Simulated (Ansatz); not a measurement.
## F on Ag(111): change of the work function

How does F on the fcc site change the work function of Ag(111) as the layer fills?

Main program and level: Ansatz 0.2.0; plane-wave DFT, PBE, Ansatz PAW.

## 1. The structure

The cell holds 4 atoms: 4 Ag. Cell: a = 2.892 Å, b = 2.892 Å, c = 25.084 Å, α = 90.0°, β = 90.0°, γ = 60.0°. Vacuum lies along c.

## 2. The clean slab

The bare slab comes first, as the zero from which every change is counted. The two lowest layers are held at bulk places and the upper ones relax. The dipole correction removes the false field that a one-sided slab makes across the periodic vacuum, so each face gets a flat vacuum level of its own.

The input, input.yaml:

```yaml
crystal:
  lattice:
    - [2.8920667351, 0.0, 0.0]
    - [1.4460333675, 2.504603262, 0.0]
    - [0.0, 0.0, 25.084087803]
  atoms:
    - { symbol: Ag, position: [0.0, 0.0, 0.3587931947] }
    - { symbol: Ag, position: [0.3333333333, 0.3333333333, 0.4529310649] }
    - { symbol: Ag, position: [0.6666666667, 0.6666666667, 0.5470689351] }
    - { symbol: Ag, position: [0.0, 0.0, 0.6412068053] }
kpoints:
  mp_grid: { grid: [12, 12, 1] }
hamiltonian:
  xc: pbe
scf:
  occupations: { method: fermi_dirac, width: 0.1 }
  convergence: { dr2_threshold: 1.0e-08 }
efield:
  axis: 3
  dipole_correction: true
  ramp_position: 0.97
  ramp_width: 0.06
relax:
  f_tol: 0.02
  max_steps: 60
  constraints: [{ sites: [0, 1] }]
output:
  write_potential: true
  write_density: true
  volumetric_format: npy
```

Command:

```
ansatz run input.yaml --threads 4 --pin off --max-ram 6144MiB --backend cpu --events-out ev --progress --plain --runs-dir out
```

Numbers of over 12 decimals in the logs are rounded to 6 here.

Log:

```text
Engine: ansatz 0.2.0, aarch64-unknown-linux-gnu
Pseudopotentials: kind: paw
Pseudopotential: Ag, paw, valence charge 19, recommended cutoff 420 eV (normal), Ag.paw.azcp
Functional definition: PBE
  parameter kappa = 0.804
  parameter beta = 0.066725
  exchange = pbe_x(kappa = kappa, mu = beta*pi^2/3)
  correlation = pbe_c(beta = beta)
Crystal: 4 atoms, lattice volume = 181.696 Å³
Basis set: ecut = 420 eV, 3551 PW (Γ), exchange–correlation on 40×40×360 points (8 copies of the dense FFT grid, shifted against one another)
Bands: 46, of which v1, the nominal top of the filled ones, is band 38 counted from 1 (37 counted from 0)
Symmetry: 6 space group operations
k-points: 19 of 144 (time reversal used)
Non-local potential: Ag, projectors of the file, l = 0: 3, l = 1: 2, l = 2: 2, l = 3: 1
PAW form: soft (Blöchl's): semilocal exchange-correlation on the pseudo side does not see the compensation charge
PAW one-centre angular grid: Ag, 590 points (default); XC on 64 Gauss nodes
Initial density: superposition of atomic densities (neutral atoms: chi_scale 0, normalization atom), corrected by the library's trained network
Initial wavefunctions: pseudopotential atomic-orbital guess
Functional: x = pbe(κ = 0.804, μ = 0.219515), c = pbe(β = 0.066725)
SCF iter   1: F=—  HF=-30361.536039 eV  |F-HF|=—  |Δ(HF+E_count)|=         —  Δρ=1.43e-3  dr2=2.13e-2  ethr=1.77e-3  p=0.000 e·Å  D=4.57e-14 V/Å  ΔV_dip=-0.00 eV  dr2_dipole=1.51e-9  V_vac-E_F(+/−)=4.39/4.39 eV  ⟨swp⟩=7.4  Hψ=3672  notcnv=0  defer=12
efield: sawtooth ramp at fractional position 0.9700 (set: `efield.ramp_position`, or a place that a band, a saddle search or an elastic batch's reference lends), width 0.0600; the density the first Hamiltonian is built on has a dipole p = 0.000 e·Å; the dipole correction subtracts the counter field D = 4.57e-14 V/Å, which shifts the + side's vacuum level by -0.00 eV against the − side's; the planar-averaged density in the ramp window peaks in size at 3.3e-6 e/Å³
preconditioner: auto → LDOS  [metal: Δε(μ)=0.132 eV  Ē_g=9.346 eV  σ=0.100 eV  W_gap=0.32  n_scr=18 (ndim 8)  ℏωp=18.3 eV  f_vac=0.583  D(μ)=0.82/eV (n_scr^D=6)  β→1.0]
SCF iter   2: F=—  HF=-30361.540494 eV  |F-HF|=—  |Δ(HF+E_count)|=   4.46e-3  Δρ=1.71e-3  dr2=1.09e-2  ethr=2.80e-5  p=-0.000 e·Å  D=-9.70e-6 V/Å  ΔV_dip=0.00 eV  dr2_dipole=2.60e-10  V_vac-E_F(+/−)=4.43/4.43 eV  ⟨swp⟩=2.2  Hψ=1740  notcnv=0  defer=25
SCF iter   3: F=—  HF=-30361.538916 eV  |F-HF|=—  |Δ(HF+E_count)|=   1.58e-3  Δρ=5.15e-4  dr2=3.95e-4  ethr=1.43e-5  p=-0.000 e·Å  D=-2.40e-6 V/Å  ΔV_dip=0.00 eV  dr2_dipole=6.36e-10  V_vac-E_F(+/−)=4.45/4.45 eV  ⟨swp⟩=2.0  Hψ=1312  notcnv=0  defer=25
SCF iter   4: F=—  HF=-30361.538833 eV  |F-HF|=—  |Δ(HF+E_count)|=   8.26e-5  Δρ=7.08e-5  dr2=1.22e-5  ethr=5.20e-7  p=-0.000 e·Å  D=-1.66e-6 V/Å  ΔV_dip=0.00 eV  dr2_dipole=2.09e-10  V_vac-E_F(+/−)=4.45/4.45 eV  ⟨swp⟩=3.2  Hψ=1672  notcnv=0  defer=25
SCF iter   5: F=—  HF=-30361.538818 eV  |F-HF|=—  |Δ(HF+E_count)|=   1.50e-5  Δρ=2.65e-5  dr2=1.77e-6  ethr=1.60e-8  p=-0.000 e·Å  D=-4.26e-8 V/Å  ΔV_dip=0.00 eV  dr2_dipole=2.43e-12  V_vac-E_F(+/−)=4.45/4.45 eV  ⟨swp⟩=2.6  Hψ=1527  notcnv=0  defer=25
SCF iter   6: F=—  HF=-30361.538866 eV  |F-HF|=—  |Δ(HF+E_count)|=   4.84e-5  Δρ=9.20e-6  dr2=1.40e-7  ethr=2.33e-9  p=0.000 e·Å  D=9.11e-8 V/Å  ΔV_dip=-0.00 eV  dr2_dipole=3.10e-13  V_vac-E_F(+/−)=4.46/4.46 eV  ⟨swp⟩=2.1  Hψ=1220  notcnv=0  defer=25
SCF iter   7: F=—  HF=-30361.538866 eV  |F-HF|=—  |Δ(HF+E_count)|=   3.56e-8  Δρ=3.14e-6  dr2=2.09e-8  ethr=1.84e-10  p=0.000 e·Å  D=3.63e-8 V/Å  ΔV_dip=-0.00 eV  dr2_dipole=4.86e-13  V_vac-E_F(+/−)=4.46/4.46 eV  ⟨swp⟩=2.4  Hψ=1593  notcnv=0  defer=25
SCF iter   8: F=-30361.538866 eV  HF=-30361.538866 eV  |F-HF|=2.70e-9  |Δ(HF+E_count)|=   5.37e-9  Δρ=6.78e-7  dr2=5.63e-10  ethr=1.32e-11  p=-0.000 e·Å  D=-3.59e-9 V/Å  ΔV_dip=0.00 eV  dr2_dipole=3.26e-14  V_vac-E_F(+/−)=4.46/4.46 eV  ⟨swp⟩=8.7  Hψ=5215  notcnv=0
SCF 1 converged in 8 iterations: F = -30361.538866 eV  dr2 = 5.63e-10
  greatest PAW one-centre occupation: 1.000 electrons in one spin orbital (limit 2), on the Ag atom at site 1 (counted from 0), in its partial waves of l = 0
relax step   1: F+E_penalty+E_count = -30361.53886649 eV  Δ(F+E_penalty+E_count) = +0.000e0 eV  max|allowed force component| = 1.394e-1 eV/Å  Δτ_max = 0.0000 Å  (8 SCF iters, accepted)
Initial density: handed on by an earlier stage of this run
Initial wavefunctions: those handed on with the density
iter 1 solved again at ethr=1.65e-5 eV; its pass at ethr=3.10e-3 eV (dr2=1.25e-2 eV) is discarded
SCF iter   1: F=—  HF=-30361.545693 eV  |F-HF|=—  |Δ(HF+E_count)|=         —  Δρ=2.56e-3  dr2=1.12e-2  ethr=1.65e-5  p=-0.000 e·Å  D=-2.39e-8 V/Å  ΔV_dip=0.00 eV  dr2_dipole=8.08e-5  V_vac-E_F(+/−)=4.45/4.45 eV  ⟨swp⟩=2.0  Hψ=3443  notcnv=0  defer=33
efield: sawtooth ramp at fractional position 0.9700 (set: `efield.ramp_position`, or a place that a band, a saddle search or an elastic batch's reference lends), width 0.0600; the density the first Hamiltonian is built on has a dipole p = -0.000 e·Å; the dipole correction subtracts the counter field D = -2.39e-8 V/Å, which shifts the + side's vacuum level by +0.00 eV against the − side's; the planar-averaged density in the ramp window peaks in size at 6.5e-7 e/Å³
preconditioner: auto → LDOS  [metal: Δε(μ)=0.209 eV  Ē_g=9.267 eV  σ=0.100 eV  W_gap=0.48  n_scr=18 (ndim 8)  ℏωp=18.3 eV  f_vac=0.579  D(μ)=0.92/eV (n_scr^D=6)  β→1.0]
SCF iter   2: F=—  HF=-30361.545710 eV  |F-HF|=—  |Δ(HF+E_count)|=   1.70e-5  Δρ=2.20e-3  dr2=1.62e-2  ethr=1.47e-5  p=0.001 e·Å  D=1.26e-3 V/Å  ΔV_dip=-0.03 eV  dr2_dipole=1.53e-3  V_vac-E_F(+/−)=4.40/4.43 eV  ⟨swp⟩=2.1  Hψ=1485  notcnv=0  defer=33
SCF iter   3: F=—  HF=-30361.542220 eV  |F-HF|=—  |Δ(HF+E_count)|=   3.49e-3  Δρ=4.16e-4  dr2=3.20e-4  ethr=1.47e-5  p=-0.002 e·Å  D=-1.87e-3 V/Å  ΔV_dip=0.05 eV  dr2_dipole=4.02e-5  V_vac-E_F(+/−)=4.49/4.44 eV  ⟨swp⟩=2.0  Hψ=1399  notcnv=0  defer=33
SCF iter   4: F=—  HF=-30361.542196 eV  |F-HF|=—  |Δ(HF+E_count)|=   2.40e-5  Δρ=2.30e-4  dr2=1.11e-4  ethr=4.21e-7  p=-0.001 e·Å  D=-1.01e-3 V/Å  ΔV_dip=0.03 eV  dr2_dipole=2.24e-7  V_vac-E_F(+/−)=4.47/4.44 eV  ⟨swp⟩=2.2  Hψ=1528  notcnv=0  defer=33
SCF iter   5: F=—  HF=-30361.542168 eV  |F-HF|=—  |Δ(HF+E_count)|=   2.84e-5  Δρ=3.25e-5  dr2=3.43e-6  ethr=1.46e-7  p=-0.001 e·Å  D=-1.14e-3 V/Å  ΔV_dip=0.03 eV  dr2_dipole=7.57e-7  V_vac-E_F(+/−)=4.47/4.44 eV  ⟨swp⟩=2.0  Hψ=1327  notcnv=0  defer=33
SCF iter   6: F=—  HF=-30361.542212 eV  |F-HF|=—  |Δ(HF+E_count)|=   4.44e-5  Δρ=1.26e-5  dr2=3.00e-7  ethr=4.51e-9  p=-0.001 e·Å  D=-1.17e-3 V/Å  ΔV_dip=0.03 eV  dr2_dipole=8.95e-9  V_vac-E_F(+/−)=4.47/4.44 eV  ⟨swp⟩=2.0  Hψ=1297  notcnv=0  defer=33
SCF iter   7: F=—  HF=-30361.542212 eV  |F-HF|=—  |Δ(HF+E_count)|=   9.42e-8  Δρ=3.85e-6  dr2=3.53e-8  ethr=3.94e-10  p=-0.001 e·Å  D=-1.17e-3 V/Å  ΔV_dip=0.03 eV  dr2_dipole=3.57e-12  V_vac-E_F(+/−)=4.47/4.44 eV  ⟨swp⟩=2.0  Hψ=1501  notcnv=0  defer=33
SCF iter   8: F=-30361.542212 eV  HF=-30361.542212 eV  |F-HF|=3.05e-9  |Δ(HF+E_count)|=   2.53e-8  Δρ=8.96e-7  dr2=1.20e-9  ethr=1.32e-11  p=-0.001 e·Å  D=-1.16e-3 V/Å  ΔV_dip=0.03 eV  dr2_dipole=2.29e-11  V_vac-E_F(+/−)=4.47/4.44 eV  ⟨swp⟩=9.0  Hψ=5321  notcnv=0
SCF 2 converged in 8 iterations: F = -30361.542212 eV  dr2 = 1.20e-9
relax step   2: F+E_penalty+E_count = -30361.54221216 eV  Δ(F+E_penalty+E_count) = -3.346e-3 eV  max|allowed force component| = 5.879e-2 eV/Å  Δτ_max = 0.1208 Å  (8 SCF iters, accepted)
SCF iter   1: F=—  HF=-30361.543977 eV  |F-HF|=—  |Δ(HF+E_count)|=         —  Δρ=9.71e-4  dr2=1.77e-3  ethr=2.01e-5  p=-0.001 e·Å  D=-1.16e-3 V/Å  ΔV_dip=0.03 eV  dr2_dipole=5.25e-5  V_vac-E_F(+/−)=4.48/4.45 eV  ⟨swp⟩=3.8  Hψ=2048  notcnv=0  defer=33
efield: sawtooth ramp at fractional position 0.9700 (set: `efield.ramp_position`, or a place that a band, a saddle search or an elastic batch's reference lends), width 0.0600; the density the first Hamiltonian is built on has a dipole p = -0.001 e·Å; the dipole correction subtracts the counter field D = -1.16e-3 V/Å, which shifts the + side's vacuum level by +0.03 eV against the − side's; the planar-averaged density in the ramp window peaks in size at 7.8e-7 e/Å³
preconditioner: auto → LDOS  [metal: Δε(μ)=0.206 eV  Ē_g=9.288 eV  σ=0.100 eV  W_gap=0.47  n_scr=18 (ndim 8)  ℏωp=18.3 eV  f_vac=0.581  D(μ)=0.89/eV (n_scr^D=6)  β→1.0]
SCF iter   2: F=—  HF=-30361.544031 eV  |F-HF|=—  |Δ(HF+E_count)|=   5.33e-5  Δρ=9.28e-4  dr2=2.53e-3  ethr=2.33e-6  p=-0.002 e·Å  D=-1.70e-3 V/Å  ΔV_dip=0.04 eV  dr2_dipole=3.84e-5  V_vac-E_F(+/−)=4.50/4.46 eV  ⟨swp⟩=2.7  Hψ=1897  notcnv=0  defer=33
SCF iter   3: F=—  HF=-30361.543457 eV  |F-HF|=—  |Δ(HF+E_count)|=   5.73e-4  Δρ=1.90e-4  dr2=6.10e-5  ethr=2.33e-6  p=-0.001 e·Å  D=-6.14e-4 V/Å  ΔV_dip=0.02 eV  dr2_dipole=4.87e-6  V_vac-E_F(+/−)=4.47/4.45 eV  ⟨swp⟩=2.0  Hψ=1396  notcnv=0  defer=33
SCF iter   4: F=—  HF=-30361.543444 eV  |F-HF|=—  |Δ(HF+E_count)|=   1.35e-5  Δρ=8.92e-5  dr2=1.40e-5  ethr=8.03e-8  p=-0.001 e·Å  D=-8.67e-4 V/Å  ΔV_dip=0.02 eV  dr2_dipole=8.57e-9  V_vac-E_F(+/−)=4.47/4.45 eV  ⟨swp⟩=2.5  Hψ=1546  notcnv=0  defer=33
SCF iter   5: F=—  HF=-30361.543441 eV  |F-HF|=—  |Δ(HF+E_count)|=   2.96e-6  Δρ=1.46e-5  dr2=9.74e-7  ethr=1.84e-8  p=-0.001 e·Å  D=-8.27e-4 V/Å  ΔV_dip=0.02 eV  dr2_dipole=2.55e-7  V_vac-E_F(+/−)=4.47/4.45 eV  ⟨swp⟩=2.0  Hψ=1332  notcnv=0  defer=33
SCF iter   6: F=—  HF=-30361.543462 eV  |F-HF|=—  |Δ(HF+E_count)|=   2.13e-5  Δρ=4.76e-6  dr2=6.36e-8  ethr=1.28e-9  p=-0.001 e·Å  D=-8.00e-4 V/Å  ΔV_dip=0.02 eV  dr2_dipole=9.83e-9  V_vac-E_F(+/−)=4.47/4.45 eV  ⟨swp⟩=2.0  Hψ=1200  notcnv=0  defer=33
SCF iter   7: F=—  HF=-30361.543462 eV  |F-HF|=—  |Δ(HF+E_count)|=   2.79e-8  Δρ=1.89e-6  dr2=1.05e-8  ethr=1.32e-11  p=-0.001 e·Å  D=-7.97e-4 V/Å  ΔV_dip=0.02 eV  dr2_dipole=1.56e-11  V_vac-E_F(+/−)=4.47/4.45 eV  ⟨swp⟩=9.1  Hψ=5612  notcnv=0
SCF iter   8: F=-30361.543462 eV  HF=-30361.543462 eV  |F-HF|=1.14e-9  |Δ(HF+E_count)|=   4.16e-9  Δρ=4.66e-7  dr2=2.72e-10  ethr=1.32e-11  p=-0.001 e·Å  D=-7.96e-4 V/Å  ΔV_dip=0.02 eV  dr2_dipole=1.28e-13  V_vac-E_F(+/−)=4.47/4.45 eV  ⟨swp⟩=8.2  Hψ=5047  notcnv=0
SCF 3 converged in 8 iterations: F = -30361.543462 eV  dr2 = 2.72e-10
relax step   3: F+E_penalty+E_count = -30361.54346218 eV  Δ(F+E_penalty+E_count) = -1.250e-3 eV  max|allowed force component| = 3.526e-3 eV/Å  Δτ_max = 0.0437 Å  (8 SCF iters, accepted)
NSCF: frozen V_eff on 19 k-points
the band table was solved once a step of the walk had ended and its energy, with any forces and stress, was formed, with the checks that follow a solve (4634 applications of the Hamiltonian). They found nothing against the state; the energy, forces and stress were not computed again (output.eigenvalues in the input reference)
SCF converged after 8 iterations
Free energy (F): -30361.543462 eV
Harris-Foulkes:  -30361.543462 eV  (|F-HF|=1.14e-9)
Internal energy: -30361.511446 eV  (E = F + TS)
E sigma→0 (E₀):  -30361.527454 eV
Entropy (-TS):   -0.032016 eV (-8.004 meV/atom)
Fermi energy:    3.774940 eV
Dipole field:    D = -0.000797 V/Å  (p = -0.000800 e·Å, saw-weighted, corrected)
Work function:   Φ+ = 4.4694 eV   Φ− = 4.4494 eV
Levels:          The Fermi level and band energies are counted from a zero that moves with the ramp; work functions are not
--- Per-component energies (eV) ---
  E_band       = -1960.547772
  E_kinetic    = 2109.099074
  E_local      = -128020.276721  (includes V_loc(G=0)·N_el)
  E_nonlocal   = 320.756909
  E_hartree    = 63107.808712
  E_xc         = -738.272181
  E_vxc        = -937.843934  (∫ρ·V_xc dr)
  E_paw        = -15609.056264  (= ΣΔE_a)
  E_vpaw       = -1647.903651  (= ΣTr[D̂ρ^β])
  E_aug_tail   = 0.001306  (compensation charges beyond the density's cutoff)
  E_efield     = 0.000000  (sawtooth field / dipole correction)
  E_vefield    = 0.001582  (∫n·V_field dr)
  E_ewald      = 48468.427718
  E_smearing   = -0.032016  (= −TS)
  E_closure    = -0.000000  (closes the sum)
  Σ components = -30361.543462   (vs F -30361.543462, Δ=0.00e0)
--- Forces (eV/Å), atoms counted from 1 ---
  atom   1  Ag    -0.00000000     0.00000000    -0.13252267
  atom   2  Ag     0.00000000    -0.00000000     0.12981901
  atom   3  Ag    -0.00000000    -0.00000000     0.00352623
  atom   4  Ag    -0.00000000     0.00000000    -0.00082127
  max |Σ_I F_I| component: 1.31e-6 eV/Å
--- Band table (eV; the first three rows and the last of 19) ---
  k-point 0: bands = [... 34 lower, 0.3804, 0.4880, 0.4880, 0.7234, 0.7234, 2.7357, 3.9494, 7.7601, ... 4 higher]
  k-point 1: bands = [... 34 lower, 0.3192, 0.4035, 0.4876, 0.7293, 1.0045, 3.0032, 4.3438, 7.8970, ... 4 higher]
  k-point 2: bands = [... 34 lower, 0.1786, 0.4121, 0.4831, 0.7430, 1.5725, 3.6517, 5.3129, 8.3086, ... 4 higher]
  k-point 18: bands = [... 34 lower, 0.6631, 0.6714, 7.1502, 7.3285, 7.3357, 8.0731, 8.0825, 8.4313, ... 4 higher]
--- Relaxed structure (3 steps of the walk, 3 accepted, 0 SCFs on fresh bases) ---
  F+E_penalty+E_count = -30361.54346218 eV   max|allowed force component| = 3.526e-3 eV/Å
  atoms:
    - { symbol: Ag, position: [0.0, 0.0, 0.3587931947] }
    - { symbol: Ag, position: [0.333333, 0.333333, 0.452931] }
    - { symbol: Ag, position: [0.666667, 0.666667, 0.548158] }
    - { symbol: Ag, position: [2.5445411143007138e-18, -1.1400014308197316e-18, 0.644283] }
```

It took 11 s on 4 threads of Arm Neoverse V1, shared host; peak memory 0.51 GiB.

Relaxation path:

```tsv
step	energy less that of the first step (eV)	largest force component (eV/Å)
1	0.0000	0.1394
2	-0.0033	0.0588
3	-0.0046	0.0035
```

The run keeps the 6 symmetry operations that it works with, so distortions that break them were not tested.

The atoms that moved most (Å):

```tsv
atom	dx	dy	dz	length
Ag4	0.000	0.000	0.077	0.077
Ag3	0.000	0.000	0.027	0.027
```

Final coordinates:

```xyz
4
Lattice="2.8921 0.0000 0.0000 1.4460 2.5046 0.0000 0.0000 0.0000 25.0841" Properties=species:S:1:pos:R:3
Ag    0.0000    0.0000    9.0000
Ag    1.4460    0.8349   11.3614
Ag    2.8921    1.6697   13.7500
Ag    0.0000    0.0000   16.1612
```

This step gave:

```
energy at zero smearing   : -30361.5275 eV
work function, upper face : 4.469 eV
dipole along the normal   : -8.00e-4 e·Å
```

Running mean over 2.361 Å of the planar mean; the ramp of the sawtooth is left out. Electron's electrostatic potential energy less the Fermi level against z:

```tsv
z (Å)	electron's electrostatic potential energy less the Fermi level (eV)
4	4.45
5	4.44
6	4.38
7	3.48
8	-2.25
9	-5.85
10	-6.03
11	-6.05
12	-5.92
13	-5.89
14	-5.97
15	-5.68
16	-5.86
17	-3.28
18	2.97
19	4.36
20	4.46
21	4.47
22	4.47
```

The relaxation took 3 steps and lowered the energy by 0.0046 eV; the largest force on the free atoms ends at 0.0035 eV/Å.

The work function of the upper face is 4.47 eV.

(Part 1 of 3 ends here.)

[Logs are printed without paths, hosts, clocks, repeated set-up lines and the standing remarks that a program may print on its own settings, such as how far it seeks lower states.]

[Hosts, paths, dates, database ids (printed as entryN), source tags and the programs' standing remarks are cut or masked in the printed files.]

[Maps of the electrostatic potential energy from Ansatz leave out the sawtooth potential of an applied field or a dipole correction, so their vacuum need not be flat; planar profiles and work functions include it.]
